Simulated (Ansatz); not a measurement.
# TiTeSe monolayer, Janus under uniaxial strain along a, the zigzag direction, with the width clamped, part 3 of 3

Wanted: the shifts of the zone-centre modes of TiTeSe monolayer, Janus with strain.

Ansatz 0.2.0; DFT PBEsol, scalar-relativistic, plane waves, PAW; PAW set soft_1.

So far, highest optical mode at the zone centre (no LO-TO term) (cm⁻¹): step 5 (modes at rest) 317; step 7 (strain 5 %) 301.

## Step 8: A member of the series: uniaxial strain of -3 % along a, the zigzag direction, with the width clamped

The cell takes a uniaxial strain of -3 % along a, the zigzag direction, with the width clamped. The cell is held, and the atoms relax in it.

Contents of input.yaml:

```yaml
crystal:
  lattice:
    - [3.4629272689, 0.0, 0.0]
    - [-1.7314636344, 3.0917350374, 0.0]
    - [0.0, 0.0, 30.0]
  atoms:
    - { symbol: Ti, position: [0.0002138776, 0.0004277551, 0.3368884481] }
    - { symbol: Se, position: [0.3315511726, 0.6631023452, 0.3851445205] }
    - { symbol: Te, position: [0.6682349498, 0.3364698997, 0.274633698] }
  periodic: [true, true, false]
kpoints:
  mp_grid: { grid: [15, 15, 1] }
hamiltonian:
  xc: pbesol
  pseudopotentials: { kind: paw, azcp: { folder: soft_1 }, xc_functional: pbe }
scf:
  occupations: { method: methfessel_paxton, width: 0.2 }
output:
  forces: true
  stress: true
  eigenvalues: true
relax:
  adjacent_minimum: "off"
  f_tol: 0.001
  max_steps: 60
```

The run is started by

```bash
> ansatz run input.yaml --threads 4 --pin off --max-ram 16384MiB --backend cpu --events-out ev --progress --plain --runs-dir out
```

Numbers of over 12 decimals in the logs are rounded to 6 here.

Log:

```text
[...]
Crystal: 3 atoms, lattice volume = 321.194 Å³
Basis set: ecut = 420 eV, 6235 PW (Γ), exchange–correlation on 48×48×432 points (8 copies of the dense FFT grid, shifted against one another)
Bands: 27, of which v1, the nominal top of the filled ones, is band 22 counted from 1 (21 counted from 0)
Symmetry: 2 space group operations
[...]
F+E_penalty+E_count = -14802.42158236 eV   max|allowed force component| = 6.149e-4 eV/Å
  cell:  # Å, volume = 321.1936 Å³
    - [3.4629272689, -2.8001563541562224e-11, 0.0]
    - [-1.731463634425, 3.091735, 0.0]
    - [0.0, 0.0, 30.0]
  atoms:
    - { symbol: Ti, position: [0.000275241, 0.000550482, 0.336859] }
    - { symbol: Se, position: [0.330681, 0.661362, 0.385451] }
    - { symbol: Te, position: [0.669044, 0.338088, 0.274356] }
[key lines of the parts left out:]
SCF converged after 2 iterations
Free energy (F): -14802.421582 eV
Fermi energy:    -4.827439 eV
P = ½ c Tr σ = 1.0884 N/m
```

The job ended after 54 s (4 threads of Arm Neoverse V2, shared host; peak memory 0.94 GiB).

Step by step:

```
step  energy less that of the first step (eV)  largest force component (eV/Å)
   1                                   0.0000                          0.0989
   2                                  -0.0001                          0.1112
   3                                  -0.0009                          0.0112
   4                                  -0.0009                          0.0006
   5                                  -0.0009                          0.0006
```

The run keeps the 2 symmetry operations that it works with, so distortions that break them were not tested.

The atoms that moved most (Å):

```
atom     dx      dy      dz  length
 Se2  0.000  -0.005   0.009   0.011
 Te3  0.000   0.005  -0.008   0.010
```

The relaxed structure:

```
Ti Se Te
1.0
     3.46293    0.00000    0.00000
    -1.73146    3.09174    0.00000
     0.00000    0.00000   30.00000
Ti Se Te
1 1 1
Direct
  0.00028 0.00055 0.33686
  0.33068 0.66136 0.38545
  0.66904 0.33809 0.27436
```

This step gave:

| Quantity | Value |
| --- | --- |
| area per atom | 3.569 Å² |

The largest force component left is 0.61 meV/Å.

## Step 9: Modes of this member: uniaxial strain of -3 % along a, the zigzag direction, with the width clamped

The zone-centre modes follow for uniaxial strain of -3 % along a, the zigzag direction, with the width clamped.

input.yaml, the sections that differ from step 8:

```yaml
crystal:
  lattice:
    - [3.4629272689, 0.0, 0.0]
    - [-1.7314636344, 3.0917350374, 0.0]
    - [0.0, 0.0, 30.0]
  atoms:
    - { symbol: Ti, position: [0.0002752409, 0.0005504819, 0.3368594306] }
    - { symbol: Se, position: [0.3306808586, 0.6613617171, 0.3854508508] }
    - { symbol: Te, position: [0.6690439005, 0.338087801, 0.2743563852] }
  periodic: [true, true, false]
output:
  eigenvalues: true
phonons:
  method: dfpt
# kpoints, hamiltonian, scf: as in step 8
# relax: removed
```

Log:

```text
[...]
Crystal: 3 atoms, lattice volume = 321.194 Å³
Basis set: ecut = 420 eV, 6235 PW (Γ), exchange–correlation on 48×48×432 points (8 copies of the dense FFT grid, shifted against one another)
Bands: 27, of which v1, the nominal top of the filled ones, is band 22 counted from 1 (21 counted from 0)
Symmetry: 2 space group operations
k-points: 64 of 225 (time reversal used)
[...]
k-point 2: bands = [... 18 lower, -6.7627, -6.4472, -5.6370, -4.7061, -4.3941, -3.4952, -3.1550, -2.1177, ... 1 higher]
  k-point 63: bands = [... 18 lower, -7.8251, -7.7266, -7.0974, -6.6783, -4.1907, -3.6850, -3.0653, -2.5387, ... 1 higher]
[...]
ASR residual: 4.098e-5 → 0.000e0 eV/Å²; symmetrization residual: 1.403e-5 eV/Å²
  ASR residual per site (eV/Å²): 1.38e-5 2.35e-5 4.10e-5
  Γ frequencies (cm⁻¹): 0.00 0.00 0.00 103.64 105.72 162.78 205.60 215.60 326.86
[...]
[key lines of the parts left out:]
SCF converged after 13 iterations
Free energy (F): -14802.421582 eV
Fermi energy:    -4.827435 eV
```

Elapsed: 2.6 min, on 4 threads; peak memory 2.1 GiB.

Numbers from this step:

```
sum-rule residual before enforcement                    : 4.10e-5 eV/Å²
highest optical mode at the zone centre (no LO-TO term) : 326.9 cm⁻¹
lowest optical zone-centre mode                         : 103.6 cm⁻¹
```

Patterns of degenerate modes are one choice out of their space. Modes at Γ, with each element's share of the kinetic energy:

```
mode  frequency (cm⁻¹)  symmetry  Ti %  Se %  Te %
   1               0.0  acoustic    19    31    50
   2               0.0  acoustic    19    31    50
   3               0.0  acoustic    19    31    50
   4             103.6       A''    11    40    49
   5             105.7        A'    10    42    49
   6             162.8        A'     2    54    44
   7             205.6       A''    70    29     1
   8             215.6        A'    71    27     1
   9             326.9        A'    79    15     6
```

The lowest optical mode is real, 104 cm⁻¹, and the highest lies at 326.9 cm⁻¹.

Between step 5 and this run (strain -3 %) the value for the highest optical mode at the zone centre (no LO-TO term) moves from 317 cm⁻¹ to 327 cm⁻¹ (+3 %).

## Step 10: All members side by side

The members are set side by side, also those not shown above.

Energies are extrapolated to zero smearing, and E0 is that at rest; the cell is clamped and the atoms are relaxed; all runs use 15×15×1 k points and Methfessel-Paxton smearing of 0.2 eV. State of the crystal along the series:

```
strain (%)  E - E0 (meV/atom)
        -3              5.605
        -2              2.463
        -1              0.607
         0                  0
         1             0.6099
         2              2.406
         3              5.329
         4              9.309
         5              14.29
```

Optical modes are counted from below at rest and tracked from member to member by their patterns, and modes that stay within 0.3 cm⁻¹ of each other stand once; labels, where given, are those at rest, then, where named, those of the strained cell; the cell is clamped and the atoms are relaxed; all runs use 15×15×1 k points and Methfessel-Paxton smearing of 0.2 eV. Optical modes along the series:

```
strain (%)  optical mode 1 E to A' single part (cm⁻¹)  optical mode 2 E to A'' single part (cm⁻¹)  optical mode 3 A1 to A' (cm⁻¹)  optical mode 4 E to A' single part (cm⁻¹)  optical mode 5 E to A'' single part (cm⁻¹)  optical mode 6 A1 to A' (cm⁻¹)
        -3                                      105.7                                       103.6                           162.8                                      215.6                                       205.6                           326.9
        -2                                      105.7                                       104.6                             162                                      212.6                                       206.2                           323.6
        -1                                      105.6                                       105.1                           161.2                                      208.9                                       205.8                           320.2
         0                                      105.3                                       105.3                           160.3                                      204.4                                       204.4                           316.9
         1                                        105                                       105.2                           159.5                                      199.4                                       201.9                           313.6
         2                                      104.5                                       104.7                           158.7                                        194                                       198.4                           310.2
         3                                        104                                       103.9                           157.8                                      188.5                                       194.4                           306.9
         4                                      103.4                                       102.9                           156.9                                      183.4                                       190.7                           303.7
         5                                        103                                       101.8                           156.2                                      179.2                                       187.7                           300.5
```

Value and slope at zero strain of a cubic (a lower polynomial where under five rows exist) through the rows within 2 % of rest. Slopes at rest:

```
                               mode  frequency (cm⁻¹)  shift per percent of strain (cm⁻¹)
 optical mode 1 E to A' single part             105.3                               -0.31
optical mode 2 E to A'' single part             105.3                                0.04
            optical mode 3 A1 to A'             160.4                               -0.81
 optical mode 4 E to A' single part             204.4                               -4.74
optical mode 5 E to A'' single part             204.4                               -1.97
            optical mode 6 A1 to A'             316.9                               -3.35
```

## Step 11: Summary of results

- members: 9
- highest optical mode at the zone centre (no LO-TO term), at rest: 316.9 cm⁻¹
- optical mode 3 A1 to A', shift per percent: -0.81 cm⁻¹
- optical mode 4 E to A' single part, shift per percent: -4.74 cm⁻¹
- optical mode 5 E to A'' single part, shift per percent: -1.97 cm⁻¹
- optical mode 6 A1 to A', shift per percent: -3.35 cm⁻¹

**Reading.** The strain lowers the symmetry: the level at 204.4 cm⁻¹ splits, into 179.2 and 187.7 cm⁻¹ at +5 %. Within 2 % of rest optical mode 1 E to A' single part, optical mode 2 E to A'' single part and optical mode 5 E to A'' single part bend away from a straight line, so a single slope holds only near rest. The fastest shift in the table of slopes is -4.7 cm⁻¹ for each percent (optical mode 4 E to A' single part). The width is clamped, so the contraction across the strain that a free sheet shows is left out. These are harmonic frequencies at zero temperature: anharmonic shifts, linewidths and thermal expansion are left out. Spin-orbit coupling is left out, which can matter for the heavy elements here. With no gap, or one that is small against the smearing, the frequencies hang on the k mesh and the smearing, most of all near Kohn anomalies. A semilocal functional can close a gap that the real compound would have, so the metallic treatment may be an artefact of the level. The starting cell was built on a prototype and not taken from a measurement. The PAW files were made for PBE; the program adapts parts of them to the functional of the run, but their partial waves stay those of PBE, an approximation that was not tested in this session. Only the zone centre was solved, so an instability at another wavevector cannot show here.

[Logs are printed without paths, hosts, clocks, repeated set-up lines and the standing remarks that a program may print on its own settings, such as how far it seeks lower states.]

[Hosts, paths, dates, database ids (printed as entryN), source tags and the programs' standing remarks are cut or masked in the printed files.]
